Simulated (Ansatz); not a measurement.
# ScOs3: relaxing a made-up structure

This structure for ScOs3 is made up. Its elements were placed in a known structure type with a cell scaled to their sizes. What cell does the guess relax to, and how far off was it?

Program: Ansatz 0.2.0. Level of theory: DFT, PBE, plane-wave PAW, files of the set soft_1, scalar-relativistic, no spin, cell and ions relaxed at zero pressure; PAW set soft_1, in the first sound run; inputs show where later runs differ. Results are calculated unless marked as measured.

### Step 1. Starting point

Symmetry: I4/mmm, No. 139, tetragonal system. The conventional cell has a = 4.115 Å, b = 4.115 Å, c = 8.139 Å, α = 90.00°, β = 90.00°, γ = 90.00°. Os has 8 Os at 2.89 Å and 4 Sc at 2.91 Å nearest. Os has 4 Sc at 2.89 Å and 8 Os at 2.89 to 2.91 Å nearest. Nearest to Sc lie 12 Os at 2.89 to 2.91 Å. Farther neighbours are not listed.

### Step 2. Relaxation of the guess

The guess takes its coordinates from another compound and its volume from a rule, so the cell and any free coordinates are relaxed together.

input.yaml reads:

```yaml
crystal:
  lattice:
    - [-2.0575, 2.0575, 4.0695]
    - [2.0575, -2.0575, 4.0695]
    - [2.0575, 2.0575, -4.0695]
  atoms:
    - { symbol: Os, position: [0.5, 0.5, 0.0] }
    - { symbol: Os, position: [0.25, 0.75, 0.5] }
    - { symbol: Os, position: [0.75, 0.25, 0.5] }
    - { symbol: Sc, position: [0.0, 0.0, 0.0] }
kpoints:
  mp_grid: { grid: [9, 9, 9] }
scf:
  occupations: { method: fermi_dirac, width: 0.05 }
hamiltonian:
  xc: pbe
  pseudopotentials: { kind: paw, azcp: { folder: soft_1 } }
relax:
  f_tol: 0.015
  max_steps: 70
  cell: {}
output:
  forces: true
  stress: true
```

Launch:

```
ansatz run input.yaml --threads 4 --pin off --max-ram 8192MiB --backend cpu --events-out ev --progress --plain --runs-dir out
```

Numbers of over 12 decimals in the logs are rounded to 6 here.

Output:

```text
Engine: ansatz 0.2.0, x86_64-unknown-linux-gnu
Pseudopotentials: kind: paw
Pseudopotential: Os, paw, valence charge 16, recommended cutoff 420 eV (normal), soft_1/Os.paw.azcp
Pseudopotential: Sc, paw, valence charge 11, recommended cutoff 420 eV (normal), soft_1/Sc.paw.azcp
Functional definition: PBE
  parameter kappa = 0.804
  parameter beta = 0.066725
  exchange = pbe_x(kappa = kappa, mu = beta*pi^2/3)
  correlation = pbe_c(beta = beta)
Crystal: 4 atoms, lattice volume = 68.910 Å³
Basis set: ecut = 420 eV, 1329 PW (Γ), exchange–correlation on 72×72×72 points (8 copies of the dense FFT grid, shifted against one another)
Bands: 36, of which v1, the nominal top of the filled ones, is band 30 counted from 1 (29 counted from 0)
Symmetry: 16 space group operations
Space group: I4/mmm (ITA 139), of the structure as read, at distance tolerance 4.1e-5 Å
k-points: 75 of 729
Non-local potential: Os, projectors of the file, l = 0: 3, l = 1: 2, l = 2: 2, l = 3: 1
Non-local potential: Sc, projectors of the file, l = 0: 3, l = 1: 2, l = 2: 3, l = 3: 1
PAW form: soft (Blöchl's): semilocal exchange-correlation on the pseudo side does not see the compensation charge
PAW one-centre angular grid: Os, 590 points (default); XC on 64 Gauss nodes
PAW one-centre angular grid: Sc, 590 points (default); XC on 64 Gauss nodes
Initial density: superposition of atomic densities (chi_scale 0.1, normalization cell, long waves kept (reshape's long-wave potential 0.00 eV rms))
Initial wavefunctions: pseudopotential atomic-orbital guess
Functional: x = pbe(κ = 0.804, μ = 0.219515), c = pbe(β = 0.066725)
SCF iter   1: F=—  HF=-36295.833384 eV  |F-HF|=—  |Δ(HF+E_count)|=         —  Δρ=1.44e-1  dr2=2.97e1  ethr=3.10e-3  ⟨swp⟩=3.4  Hψ=8220  notcnv=0
preconditioner: auto → Kerker (q_TF=auto, 2.659 Å⁻¹)  [metal: Δε(μ)=0.006 eV  Ē_g=4.176 eV  σ=0.050 eV  W_gap=0.03  n_scr=22 (ndim 8)  ℏωp=23.2 eV  f_vac=0.000  D(μ)=5.14/eV (n_scr^D=60)]
SCF iter   2: F=—  HF=-36293.280354 eV  |F-HF|=—  |Δ(HF+E_count)|=    2.55e0  Δρ=6.42e-2  dr2=6.10e0  ethr=3.10e-3  ⟨swp⟩=2.1  Hψ=4615  notcnv=0  defer=15
SCF iter   3: F=—  HF=-36292.597915 eV  |F-HF|=—  |Δ(HF+E_count)|=   6.82e-1  Δρ=1.57e-2  dr2=3.61e-1  ethr=3.10e-3  ⟨swp⟩=2.7  Hψ=4723  notcnv=0  defer=14
SCF iter   4: F=—  HF=-36292.542884 eV  |F-HF|=—  |Δ(HF+E_count)|=   5.50e-2  Δρ=4.56e-3  dr2=2.95e-2  ethr=6.12e-4  ⟨swp⟩=2.3  Hψ=3717  notcnv=0  defer=10
SCF iter   5: F=—  HF=-36292.536945 eV  |F-HF|=—  |Δ(HF+E_count)|=   5.94e-3  Δρ=1.16e-3  dr2=1.75e-3  ethr=5.01e-5  ⟨swp⟩=2.1  Hψ=3844  notcnv=0  defer=10
SCF iter   6: F=—  HF=-36292.536674 eV  |F-HF|=—  |Δ(HF+E_count)|=   2.71e-4  Δρ=2.52e-4  dr2=7.73e-5  ethr=2.97e-6  ⟨swp⟩=2.0  Hψ=3453  notcnv=0  defer=10
SCF iter   7: F=—  HF=-36292.536667 eV  |F-HF|=—  |Δ(HF+E_count)|=   7.00e-6  Δρ=5.42e-5  dr2=2.83e-6  ethr=1.31e-7  ⟨swp⟩=2.0  Hψ=3849  notcnv=0  defer=10
SCF iter   8: F=-36292.536666 eV  HF=-36292.536667 eV  |F-HF|=7.41e-8  |Δ(HF+E_count)|=   5.09e-7  Δρ=1.05e-5  dr2=9.55e-8  ethr=1.69e-10  ⟨swp⟩=2.9  Hψ=9981  notcnv=0
SCF 1 converged in 8 iterations: F = -36292.536666 eV  dr2 = 9.55e-8
  greatest PAW one-centre occupation: 1.000 electrons in one spin orbital (limit 2), on the Os atom at site 2 (counted from 0), in its partial waves of l = 0
relax step   1: F+E_penalty+E_count = -36292.53666646 eV  Δ(F+E_penalty+E_count) = +0.000e0 eV  max|allowed force component| = 4.770e-18 eV/Å  Δτ_max = 0.0000 Å  P = -22.186 GPa  Ω = 68.910 Å³  (8 SCF iters, dr2 threshold 1.00e-7 eV, accepted)
Crystal: 4 atoms, lattice volume = 59.780 Å³
Basis set: ecut = 420 eV, 1145 PW (Γ), exchange–correlation on 72×72×72 points (8 copies of the dense FFT grid, shifted against one another)
Initial density: handed on by an earlier stage of this run
Initial wavefunctions: those handed on with the density
iter 1 solved again at ethr=9.01e-4 eV; its pass at ethr=3.10e-3 eV (dr2=5.32e-1 eV) is discarded
SCF iter   1: F=—  HF=-36293.146358 eV  |F-HF|=—  |Δ(HF+E_count)|=         —  Δρ=2.08e-2  dr2=5.39e-1  ethr=9.01e-4  ⟨swp⟩=1.0  Hψ=12833  notcnv=0
preconditioner: auto → Kerker (q_TF=auto, 2.722 Å⁻¹)  [metal: Δε(μ)=0.004 eV  Ē_g=9.571 eV  σ=0.050 eV  W_gap=0.02  n_scr=14 (ndim 8)  ℏωp=27.6 eV  f_vac=0.000  D(μ)=5.41/eV (n_scr^D=68)]
SCF iter   2: F=—  HF=-36293.082491 eV  |F-HF|=—  |Δ(HF+E_count)|=   6.39e-2  Δρ=1.05e-2  dr2=1.50e-1  ethr=9.01e-4  ⟨swp⟩=2.1  Hψ=3177  notcnv=0
SCF iter   3: F=—  HF=-36293.057468 eV  |F-HF|=—  |Δ(HF+E_count)|=   2.50e-2  Δρ=1.67e-3  dr2=3.12e-3  ethr=2.55e-4  ⟨swp⟩=2.3  Hψ=3831  notcnv=0
SCF iter   4: F=—  HF=-36293.056880 eV  |F-HF|=—  |Δ(HF+E_count)|=   5.88e-4  Δρ=3.30e-4  dr2=3.52e-5  ethr=5.29e-6  ⟨swp⟩=2.0  Hψ=3947  notcnv=0
SCF iter   5: F=—  HF=-36293.056896 eV  |F-HF|=—  |Δ(HF+E_count)|=   1.63e-5  Δρ=5.87e-5  dr2=1.51e-6  ethr=5.97e-8  ⟨swp⟩=2.1  Hψ=4601  notcnv=0
SCF iter   6: F=-36293.056896 eV  HF=-36293.056896 eV  |F-HF|=3.84e-8  |Δ(HF+E_count)|=   1.23e-7  Δρ=1.21e-5  dr2=1.07e-7  ethr=6.78e-10  ⟨swp⟩=4.0  Hψ=8331  notcnv=0
SCF 2 converged in 6 iterations: F = -36293.056896 eV  dr2 = 1.07e-7
relax step   2: F+E_penalty+E_count = -36293.05689590 eV  Δ(F+E_penalty+E_count) = -5.202e-1 eV  max|allowed force component| = 6.939e-18 eV/Å  Δτ_max = 0.0000 Å  P = +8.476 GPa  Ω = 59.780 Å³  energy of the carried Pulay correction = +3.130e-3 eV  (6 SCF iters, dr2 threshold 4.00e-7 eV, accepted)
Crystal: 4 atoms, lattice volume = 62.034 Å³
Basis set: ecut = 420 eV, 1233 PW (Γ), exchange–correlation on 72×72×72 points (8 copies of the dense FFT grid, shifted against one another)
iter 1 solved again at ethr=7.05e-5 eV; its pass at ethr=3.10e-3 eV (dr2=4.16e-2 eV) is discarded
SCF iter   1: F=—  HF=-36293.113876 eV  |F-HF|=—  |Δ(HF+E_count)|=         —  Δρ=6.01e-3  dr2=4.37e-2  ethr=7.05e-5  ⟨swp⟩=1.0  Hψ=12373  notcnv=0
preconditioner: auto → Kerker (q_TF=auto, 2.706 Å⁻¹)  [metal: Δε(μ)=0.017 eV  Ē_g=9.385 eV  σ=0.050 eV  W_gap=0.08  n_scr=14 (ndim 8)  ℏωp=27.1 eV  f_vac=0.000  D(μ)=5.77/eV (n_scr^D=68)]
SCF iter   2: F=—  HF=-36293.108777 eV  |F-HF|=—  |Δ(HF+E_count)|=   5.10e-3  Δρ=2.94e-3  dr2=1.17e-2  ethr=7.05e-5  ⟨swp⟩=2.0  Hψ=3177  notcnv=0
SCF iter   3: F=—  HF=-36293.106971 eV  |F-HF|=—  |Δ(HF+E_count)|=   1.81e-3  Δρ=4.37e-4  dr2=1.20e-4  ethr=1.99e-5  ⟨swp⟩=2.0  Hψ=3826  notcnv=0
SCF iter   4: F=—  HF=-36293.106969 eV  |F-HF|=—  |Δ(HF+E_count)|=   2.08e-6  Δρ=7.22e-5  dr2=3.15e-6  ethr=2.04e-7  ⟨swp⟩=2.0  Hψ=3635  notcnv=0
iter 5 did not close the SCF: its close was put off for the readings that it lacked (scf_convergence_deferred on its scf_iter line)
SCF iter   5: F=-36293.106969 eV  HF=-36293.106969 eV  |F-HF|=1.02e-8  |Δ(HF+E_count)|=   8.11e-8  Δρ=1.64e-5  dr2=1.22e-7  ethr=5.35e-9  ⟨swp⟩=2.2  Hψ=3394  notcnv=0
SCF iter   6: F=-36293.106969 eV  HF=-36293.106969 eV  |F-HF|=1.14e-9  |Δ(HF+E_count)|=   1.47e-8  Δρ=3.04e-6  dr2=5.22e-9  ethr=2.07e-10  ⟨swp⟩=1.3  Hψ=7892  notcnv=0
SCF 3 converged in 6 iterations: F = -36293.106969 eV  dr2 = 5.22e-9
relax step   3: F+E_penalty+E_count = -36293.10696857 eV  Δ(F+E_penalty+E_count) = -5.007e-2 eV  max|allowed force component| = 2.602e-18 eV/Å  Δτ_max = 0.0000 Å  P = -1.563 GPa  Ω = 62.034 Å³  energy of the carried Pulay correction = +2.318e-3 eV  (6 SCF iters, dr2 threshold 4.00e-7 eV, accepted)
Crystal: 4 atoms, lattice volume = 61.703 Å³
iter 1 solved again at ethr=6.03e-6 eV; its pass at ethr=3.10e-3 eV (dr2=3.56e-3 eV) is discarded
SCF iter   1: F=—  HF=-36293.110926 eV  |F-HF|=—  |Δ(HF+E_count)|=         —  Δρ=1.73e-3  dr2=3.52e-3  ethr=6.03e-6  ⟨swp⟩=2.8  Hψ=11844  notcnv=0
preconditioner: auto → Kerker (q_TF=auto, 2.708 Å⁻¹)  [metal: Δε(μ)=0.008 eV  Ē_g=9.414 eV  σ=0.050 eV  W_gap=0.04  n_scr=14 (ndim 8)  ℏωp=27.2 eV  f_vac=0.000  D(μ)=5.73/eV (n_scr^D=68)]
SCF iter   2: F=—  HF=-36293.110660 eV  |F-HF|=—  |Δ(HF+E_count)|=   2.66e-4  Δρ=8.46e-4  dr2=9.28e-4  ethr=5.97e-6  ⟨swp⟩=1.0  Hψ=2700  notcnv=0
SCF iter   3: F=—  HF=-36293.110550 eV  |F-HF|=—  |Δ(HF+E_count)|=   1.10e-4  Δρ=1.03e-4  dr2=1.52e-5  ethr=1.57e-6  ⟨swp⟩=1.3  Hψ=2726  notcnv=0
SCF iter   4: F=—  HF=-36293.110563 eV  |F-HF|=—  |Δ(HF+E_count)|=   1.31e-5  Δρ=2.39e-5  dr2=4.27e-7  ethr=2.57e-8  ⟨swp⟩=1.5  Hψ=2988  notcnv=0
iter 5 did not close the SCF: its close was put off for the readings that it lacked (scf_convergence_deferred on its scf_iter line)
SCF iter   5: F=-36293.110563 eV  HF=-36293.110563 eV  |F-HF|=2.41e-8  |Δ(HF+E_count)|=   1.00e-7  Δρ=6.34e-6  dr2=3.41e-8  ethr=7.23e-10  ⟨swp⟩=2.0  Hψ=3658  notcnv=0
SCF iter   6: F=-36293.110563 eV  HF=-36293.110563 eV  |F-HF|=7.35e-10  |Δ(HF+E_count)|=   1.93e-9  Δρ=1.18e-6  dr2=1.19e-9  ethr=5.79e-11  ⟨swp⟩=2.0  Hψ=7513  notcnv=0
SCF 4 converged in 6 iterations: F = -36293.110563 eV  dr2 = 1.19e-9
relax step   4: F+E_penalty+E_count = -36293.11056314 eV  Δ(F+E_penalty+E_count) = -3.595e-3 eV  max|allowed force component| = 6.939e-18 eV/Å  Δτ_max = 0.0000 Å  P = -0.184 GPa  Ω = 61.703 Å³  energy of the carried Pulay correction = +2.436e-3 eV  (6 SCF iters, dr2 threshold 4.00e-7 eV, accepted)
Crystal: 4 atoms, lattice volume = 61.661 Å³
Basis set: ecut = 420 eV, 1217 PW (Γ), exchange–correlation on 72×72×72 points (8 copies of the dense FFT grid, shifted against one another)
iter 1 solved again at ethr=8.20e-6 eV; its pass at ethr=3.10e-3 eV (dr2=4.84e-3 eV) is discarded
SCF iter   1: F=—  HF=-36293.111774 eV  |F-HF|=—  |Δ(HF+E_count)|=         —  Δρ=2.11e-3  dr2=4.77e-3  ethr=8.20e-6  ⟨swp⟩=1.7  Hψ=11296  notcnv=0
preconditioner: auto → Kerker (q_TF=auto, 2.708 Å⁻¹)  [metal: Δε(μ)=0.006 eV  Ē_g=9.424 eV  σ=0.050 eV  W_gap=0.03  n_scr=14 (ndim 8)  ℏωp=27.2 eV  f_vac=0.000  D(μ)=5.71/eV (n_scr^D=68)]
SCF iter   2: F=—  HF=-36293.111482 eV  |F-HF|=—  |Δ(HF+E_count)|=   2.92e-4  Δρ=1.01e-3  dr2=1.24e-3  ethr=8.09e-6  ⟨swp⟩=1.0  Hψ=2700  notcnv=0
SCF iter   3: F=—  HF=-36293.111372 eV  |F-HF|=—  |Δ(HF+E_count)|=   1.10e-4  Δρ=1.13e-4  dr2=1.39e-5  ethr=2.10e-6  ⟨swp⟩=1.0  Hψ=2701  notcnv=0
SCF iter   4: F=—  HF=-36293.111384 eV  |F-HF|=—  |Δ(HF+E_count)|=   1.22e-5  Δρ=2.37e-5  dr2=3.00e-7  ethr=2.36e-8  ⟨swp⟩=2.1  Hψ=3306  notcnv=0
iter 5 did not close the SCF: its close was put off for the readings that it lacked (scf_convergence_deferred on its scf_iter line)
SCF iter   5: F=-36293.111384 eV  HF=-36293.111384 eV  |F-HF|=3.22e-9  |Δ(HF+E_count)|=   5.14e-8  Δρ=3.95e-6  dr2=1.02e-8  ethr=5.09e-10  ⟨swp⟩=2.2  Hψ=3742  notcnv=0
SCF iter   6: F=-36293.111384 eV  HF=-36293.111384 eV  |F-HF|=2.26e-10  |Δ(HF+E_count)|=  7.28e-10  Δρ=9.20e-7  dr2=6.07e-10  ethr=1.74e-11  ⟨swp⟩=1.3  Hψ=6932  notcnv=0
SCF 5 converged in 6 iterations: F = -36293.111384 eV  dr2 = 6.07e-10
relax step   5: F+E_penalty+E_count = -36293.11138440 eV  Δ(F+E_penalty+E_count) = -8.213e-4 eV  max|allowed force component| = 7.156e-18 eV/Å  Δτ_max = 0.0000 Å  P = +0.034 GPa  Ω = 61.661 Å³  energy of the carried Pulay correction = +2.452e-3 eV  (6 SCF iters, dr2 threshold 4.00e-7 eV, accepted)
Crystal: 4 atoms, lattice volume = 61.670 Å³
Basis set: ecut = 420 eV, 1201 PW (Γ), exchange–correlation on 72×72×72 points (8 copies of the dense FFT grid, shifted against one another)
iter 1 solved again at ethr=7.85e-8 eV; its pass at ethr=3.10e-3 eV (dr2=4.63e-5 eV) is discarded
SCF iter   1: F=—  HF=-36293.111381 eV  |F-HF|=—  |Δ(HF+E_count)|=         —  Δρ=2.07e-4  dr2=4.45e-5  ethr=7.85e-8  ⟨swp⟩=2.2  Hψ=10725  notcnv=0
preconditioner: auto → Kerker (q_TF=auto, 2.708 Å⁻¹)  [metal: Δε(μ)=0.003 eV  Ē_g=9.421 eV  σ=0.050 eV  W_gap=0.01  n_scr=14 (ndim 8)  ℏωp=27.2 eV  f_vac=0.000  D(μ)=5.72/eV (n_scr^D=68)]
SCF iter   2: F=—  HF=-36293.111381 eV  |F-HF|=—  |Δ(HF+E_count)|=   7.12e-7  Δρ=9.65e-5  dr2=1.11e-5  ethr=7.54e-8  ⟨swp⟩=1.0  Hψ=2700  notcnv=0
SCF iter   3: F=—  HF=-36293.111389 eV  |F-HF|=—  |Δ(HF+E_count)|=   7.29e-6  Δρ=1.18e-5  dr2=1.52e-7  ethr=1.88e-8  ⟨swp⟩=1.2  Hψ=2722  notcnv=0
iter 4 did not close the SCF: its close was put off for the readings that it lacked (scf_convergence_deferred on its scf_iter line)
SCF iter   4: F=-36293.111389 eV  HF=-36293.111389 eV  |F-HF|=1.16e-9  |Δ(HF+E_count)|=   1.74e-8  Δρ=2.35e-6  dr2=2.55e-9  ethr=2.57e-10  ⟨swp⟩=1.9  Hψ=3131  notcnv=0
iter 5 did not close the SCF: its close was put off for the readings that it lacked (scf_convergence_deferred on its scf_iter line)
SCF iter   5: F=-36293.111389 eV  HF=-36293.111389 eV  |F-HF|=2.18e-11  |Δ(HF+E_count)|=  4.58e-10  Δρ=3.94e-7  dr2=9.85e-11  ethr=4.33e-12  ⟨swp⟩=2.2  Hψ=3900  notcnv=0
SCF iter   6: F=-36293.111389 eV  HF=-36293.111389 eV  |F-HF|=7.28e-12  |Δ(HF+E_count)|=  7.28e-12  Δρ=8.34e-8  dr2=4.78e-12  ethr=1.00e-12  ⟨swp⟩=1.1  Hψ=5765  notcnv=0
SCF 6 converged in 6 iterations: F = -36293.111389 eV  dr2 = 4.78e-12
relax step   6: F+E_penalty+E_count = -36293.11138857 eV  Δ(F+E_penalty+E_count) = -4.173e-6 eV  max|allowed force component| = 3.469e-18 eV/Å  Δτ_max = 0.0000 Å  P = +0.000 GPa  Ω = 61.670 Å³  energy of the carried Pulay correction = +2.448e-3 eV  (6 SCF iters, dr2 threshold 1.60e-8 eV, accepted)
Initial wavefunctions: pseudopotential atomic-orbital guess (no wavefunctions were taken with the density)
iter 1 solved again at ethr=3.00e-8 eV; its pass at ethr=3.10e-3 eV (dr2=1.77e-5 eV) is discarded
SCF iter   1: F=—  HF=-36293.108836 eV  |F-HF|=—  |Δ(HF+E_count)|=         —  Δρ=2.20e-4  dr2=5.21e-6  ethr=3.00e-8  ⟨swp⟩=3.0  Hψ=15413  notcnv=0
preconditioner: auto → Kerker (q_TF=auto, 2.708 Å⁻¹)  [metal: Δε(μ)=0.002 eV  Ē_g=9.421 eV  σ=0.050 eV  W_gap=0.01  n_scr=14 (ndim 8)  ℏωp=27.2 eV  f_vac=0.000  D(μ)=5.72/eV (n_scr^D=68)]
SCF iter   2: F=—  HF=-36293.108843 eV  |F-HF|=—  |Δ(HF+E_count)|=   6.26e-6  Δρ=1.17e-4  dr2=1.39e-6  ethr=8.84e-9  ⟨swp⟩=2.0  Hψ=4894  notcnv=0
SCF iter   3: F=—  HF=-36293.108844 eV  |F-HF|=—  |Δ(HF+E_count)|=   1.15e-6  Δρ=7.05e-6  dr2=8.01e-9  ethr=2.35e-9  ⟨swp⟩=2.0  Hψ=4900  notcnv=0
SCF iter   4: F=—  HF=-36293.108844 eV  |F-HF|=—  |Δ(HF+E_count)|=   6.34e-9  Δρ=9.42e-7  dr2=3.49e-10  ethr=1.36e-11  ⟨swp⟩=2.0  Hψ=3674  notcnv=0
iter 5 did not close the SCF: its close was put off for the readings that it lacked (scf_convergence_deferred on its scf_iter line)
SCF iter   5: F=-36293.108844 eV  HF=-36293.108844 eV  |F-HF|=7.28e-12  |Δ(HF+E_count)|=  3.64e-11  Δρ=1.30e-7  dr2=7.35e-12  ethr=1.00e-12  ⟨swp⟩=1.8  Hψ=2868  notcnv=0
SCF iter   6: F=-36293.108844 eV  HF=-36293.108844 eV  |F-HF|=0.00e0  |Δ(HF+E_count)|=  7.28e-12  Δρ=3.07e-8  dr2=4.60e-13  ethr=1.00e-12  ⟨swp⟩=2.3  Hψ=7946  notcnv=0
SCF 7 converged in 6 iterations: F = -36293.108844 eV  dr2 = 4.60e-13
relax step   7: F+E_penalty+E_count = -36293.10884380 eV  Δ(F+E_penalty+E_count) = +2.545e-3 eV  max|allowed force component| = 5.204e-18 eV/Å  Δτ_max = 0.0000 Å  P = +0.007 GPa  Ω = 61.670 Å³  stress off target by 1.54e-2 GPa  SCF on the basis re-selected at this cell (its energy is not comparable with the rows above)  (6 SCF iters)
basis re-selected at this cell: Δ(F+E_penalty+E_count) = +2.545e-3 eV, ΔP = +0.006 GPa vs the last step (what re-selecting the basis moved, of the pressure what is left beyond the Pulay correction that the steps carried, after the strain that the cell walked since its last selection, with what the two solves' SCF thresholds leave and, on support functions, any second-order correction that the steps lacked; it is no m [...]
SCF converged after 6 iterations
Free energy (F): -36293.108844 eV
Harris-Foulkes:  -36293.108844 eV  (|F-HF|=0.00e0)
Internal energy: -36293.062320 eV  (E = F + TS)
E sigma→0 (E₀):  -36293.085582 eV
Entropy (-TS):   -0.046524 eV (-11.631 meV/atom)
Fermi energy:    20.840757 eV
--- Per-component energies (eV) ---
  E_band       = -435.332456
  E_kinetic    = 1683.511304
  E_local      = -3796.646975  (includes V_loc(G=0)·N_el)
  E_nonlocal   = 733.810790
  E_hartree    = 1354.654452
  E_xc         = -786.568707
  E_vxc        = -843.080867  (∫ρ·V_xc dr)
  E_paw        = -28132.517605  (= ΣΔE_a)
  E_vpaw       = -922.237047  (= ΣTr[D̂ρ^β])
  E_aug_tail   = 0.001433  (compensation charges beyond the density's cutoff)
  E_ewald      = -7349.307011
  E_smearing   = -0.046524  (= −TS)
  E_closure    = 0.000000  (closes the sum)
  Σ components = -36293.108844   (vs F -36293.108844, Δ=0.00e0)
--- Forces (eV/Å), atoms counted from 1 ---
  atom   1  Os     0.00000000     0.00000000    -0.00000000
  atom   2  Os     0.00000000    -0.00000000     0.00000000
  atom   3  Os     0.00000000     0.00000000     0.00000000
  atom   4  Sc    -0.00000000     0.00000000    -0.00000000
  max |Σ_I F_I| component: 6.94e-18 eV/Å
--- Stress (GPa, compression-positive) ---
        0.002344       0.000000       0.000000
        0.000000       0.002344       0.000000
        0.000000       0.000000       0.015401
  P = ⅓ Tr σ = 0.0067 GPa (0.067 kbar)
--- Relaxed structure (6 steps of the walk, 6 accepted, 1 SCFs on fresh bases) ---
  F+E_penalty+E_count = -36293.10884380 eV   max|allowed force component| = 5.204e-18 eV/Å   (the final SCF, on the basis selected at the relaxed cell)
  cell:  # Å, volume = 61.6695 Å³
    - [-1.961963, 1.961963, 4.005241]
    - [1.961963, -1.961963, 4.005241]
    - [1.961963, 1.961963, -4.005241]
  atoms:
    - { symbol: Os, position: [0.5, 0.5, 0] }
    - { symbol: Os, position: [0.25, 0.75, 0.5] }
    - { symbol: Os, position: [0.75, 0.25, 0.5] }
    - { symbol: Sc, position: [0, 0, 0] }
```

Run time: 12 s. Hardware: 4 threads of Intel Xeon Platinum 8488C (Sapphire Rapids), shared host; peak memory 0.63 GiB.

Relaxation path:

```
step  energy less that of the first step (eV)  largest force component (eV/Å)  pressure (GPa)  volume (Å³)
   1                                   0.0000                          0.0000          -22.19        68.91
   2                                  -0.5202                          0.0000            8.48        59.78
   3                                  -0.5703                          0.0000           -1.56        62.03
   4                                  -0.5739                          0.0000           -0.18        61.70
   5                                  -0.5747                          0.0000            0.03        61.66
   6                                  -0.5747                          0.0000            0.00        61.67
  7*                                  -0.5722                          0.0000            0.01        61.67
```

Relaxation steps marked * repeat the geometry before them on a plane-wave basis chosen anew for their cell, so energy and pressure can jump there.

The run keeps the 16 symmetry operations that it works with, so distortions that break them were not tested.

```
conventional cell, symmetrised  before  after   change
                         a (Å)   4.115  3.924   -4.6 %
                         b (Å)   4.115  3.924   -4.6 %
                         c (Å)   8.139  8.010   -1.6 %
              volume (Å³/atom)   17.23  15.42  -10.5 %
```

This step gave:

```yaml
free_energy: -36293.1088 eV
energy_at_zero_smearing: -36293.0856 eV
smearing_term_ts: 0.04652 eV
fermi_energy: 20.84 eV
electrons: 59
symmetry_operations: 16
pressure: 0.006697 GPa
```

The shortest distance of each pair, which need not be the same contact before and after:

```
 pair  guess (Å)  relaxed (Å)
Os–Os      2.894        2.775
Os–Sc      2.894        2.775
Sc–Sc      4.115        3.924
```

The relaxation ends with a pressure of 0.01 GPa.

(Part 1 of 2 ends here.)

[Logs are printed without paths, hosts, clocks, repeated set-up lines and the standing remarks that a program may print on its own settings, such as how far it seeks lower states.]

[Hosts, paths, dates, database ids (printed as entryN), source tags and the programs' standing remarks are cut or masked in the printed files.]
